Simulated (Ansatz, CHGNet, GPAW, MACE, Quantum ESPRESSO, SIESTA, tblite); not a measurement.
# Twisted graphene monolayer on bilayer, 87.80° (78 atoms): other programs against plane waves

One geometry of twisted graphene monolayer on bilayer, 87.80° (78 atoms) is solved by several programs and methods. How far do their forces lie from a plane-wave PBE run?

Results are calculated, not measured.

**1. The cell**

The cell holds 78 atoms (78 C), with edges of 8.87, 8.87 and 20.69 Å. Recipe: graphene (a = 2.46 Å) under graphene (a = 2.46 Å), monolayer on bilayer, commensurate cell of 13 unit cells a layer, twist 87.80 deg; facing planes 3.32, 3.37 Å apart as built; 14 Å of vacuum; minimised with a classical potential. Then every atom was moved at random, 0.03 Å r.m.s. a Cartesian component.

**2. The reference input**

Quantum ESPRESSO 7.5: Kohn-Sham DFT, PBE, SSSP efficiency 1.3.0 pseudopotentials, plane waves. Its input, pw.in:

```
&control
  calculation = 'scf'
  pseudo_dir = './pseudo'
  outdir = './tmp'
  disk_io = 'none'
  tprnfor = .true.
/
&system
  ibrav = 0
  nat = 78
  ntyp = 1
  ecutwfc = 45
  ecutrho = 360
  nosym = .true.
  occupations = 'smearing'
  smearing = 'fd'
  degauss = 0.003675
/
&electrons
  conv_thr = 3.9e-07
  electron_maxstep = 100
  mixing_beta = 0.2
  mixing_mode = 'local-TF'
  diagonalization = 'david'
/
ATOMIC_SPECIES
C 12.011 C.upf
CELL_PARAMETERS angstrom
8.86970 0.00000 0.00000
-4.43485 7.68139 0.00000
0.00000 0.00000 20.69000
ATOMIC_POSITIONS crystal
C 0.12194 0.17526 0.33574
C 0.17271 0.04549 0.33617
C 0.20261 0.48551 0.33599
C 0.25636 0.36198 0.33468
[... 72 atom lines left out ...]
C 0.10246 0.36150 0.66247
C 0.05061 0.17531 0.66314
K_POINTS gamma
```

```console
$ OMP_NUM_THREADS=1 mpirun -np 4 pw.x -in pw.in > output.txt
```

It took 2.7 min on 4 MPI ranks of Arm Neoverse V1, shared host; peak memory 3.1 GiB.

It converged with an r.m.s. force component of 1.6 eV/Å.

**3. The other programs**

- CHGNet: machine-learned potential, published weights.
- GPAW 26.7.0: PAW with atomic orbitals (LCAO), plane waves or a real-space grid of spacing h.
- MACE: machine-learned potential, published weights.
- SIESTA 5.4.2: numerical atomic orbitals, whose automatically made sets are far from complete, with PseudoDojo norm-conserving potentials that we converted to its format (checked against plane waves on the same files for H, C, O, Si, Ge and Ca alone); labels give functional, basis size, energy shift and mesh cutoff.
- tblite 0.8.0: extended tight binding, driven from Python.

All use the same cell and atoms, and the electronic-structure runs the same k-mesh.

**4. All runs compared**

Differences are against the reference: forces as r.m.s. over components, share as that over the reference's r.m.s. force, slope as the fitted ratio of a run's forces to the reference's.

```tsv
run	Δ force, r.m.s. (meV/Å)	share (%)	slope	cores	CPU time	memory (GiB)
reference	-	-	-	4	11 min	3.1
CHGNet 0.3.0 potential	332	20.9	0.833	1	5.8 s	1.7
GPAW PBE, LCAO dzp, h 0.2 Å	102	6.45	1.053	1	84 s	0.84
GPAW PBE, LCAO sz(dzp), h 0.2 Å (coarse)	472	29.7	1.232	1	30 s	0.67
GPAW PBE, LCAO szp(dzp), h 0.2 Å (coarse)	211	13.3	1.048	1	61 s	0.81
MACE MP-0b3 medium potential	170	10.7	0.909	1	10 s	1.1
MACE MPA-0 medium potential	126	7.94	1.027	1	9.9 s	1.1
SIESTA PBE, DZP, shift 0.01 Ry, mesh 300 Ry	178	11.2	1.094	2	2.7 min	1.1
SIESTA PBE, SZ, shift 0.01 Ry, mesh 300 Ry (coarse)	588	37.1	1.300	1	38 s	0.51
SIESTA PBE, SZP, shift 0.01 Ry, mesh 300 Ry (coarse)	375	23.7	1.168	1	1.9 min	0.82
tblite GFN1-xTB	96.9	6.11	0.970	1	1.6 s	0.12
tblite GFN2-xTB	107	6.76	0.958	1	4.2 s	0.12
```

Rows marked coarse were listed beforehand as settings not expected to be converged; some can still land near the reference.

Times of the machine-learned potentials are mostly Python's start and the loading of weights.

CPU time is summed over cores on shared hosts, so it is rough.

**5. What came out**

Forces lie from 6.1 % (tblite GFN1-xTB) to 37 % (SIESTA PBE, SZ, shift 0.01 Ry, mesh 300 Ry, coarse) of the reference's r.m.s. force of 1.6 eV/Å away from it. The PBE runs in local orbitals, coarse settings apart, differ by 6.5 % (GPAW PBE, LCAO dzp, h 0.2 Å) to 11 % (SIESTA PBE, DZP, shift 0.01 Ry, mesh 300 Ry); basis, grid and potentials can all enter. Tight binding differs by 6.1 % (tblite GFN1-xTB) to 6.8 % (tblite GFN2-xTB); it is another model, with fitted parameters of its own, and the xTB methods hold dispersion. Machine-learned potentials differ by 7.9 % (MACE MPA-0 medium potential) to 21 % (CHGNet 0.3.0 potential); they were trained on other programs' data. Among those trained on PBE data the slope goes as low as 0.83, which softening far from their training structures can give, though the reference's k-sampling is untested too.

Runs with settings chosen to be coarse differ by 13 % (GPAW PBE, LCAO szp(dzp), h 0.2 Å) to 37 % (SIESTA PBE, SZ, shift 0.01 Ry, mesh 300 Ry), their programs' other errors included. SIESTA PBE, SZ, shift 0.01 Ry, mesh 300 Ry stiffens the forces by a factor of 1.30 while following their directions (correlation 0.986); the slopes of the 3 SIESTA runs lie between 1.09 and 1.30.

Caveats: Periodic xTB results under one method name differ between programs and library versions. Machine-learned potentials mimic data converged in k, so the reference's own k-point error enters their differences. The reference's PBE has no dispersion term, which matters for the binding between molecules or layers. One k-point is far too coarse for the carbon or group-IV sheet, and it can put spurious forces of up to about 1 eV/Å on the sheet's atoms. The electronic-structure runs sample only Γ, in a cell whose shortest periodic width is 8 Å. The slab repeats along its normal with no dipole correction. Where levels are smeared, the DFT runs use Fermi–Dirac occupations at 580 K (0.05 eV), and energies are free energies. The atoms were displaced at random, and shares hang on the size of the forces that this gives. The reference's cutoffs and mesh weren't converged further here.

[Logs are printed without paths, hosts, clocks, repeated set-up lines and the standing remarks that a program may print on its own settings, such as how far it seeks lower states.]

[Hosts, paths, dates, database ids (printed as entryN), source tags and the programs' standing remarks are cut or masked in the printed files.]

[Cells were taken only where this reference lay near another plane-wave run.]
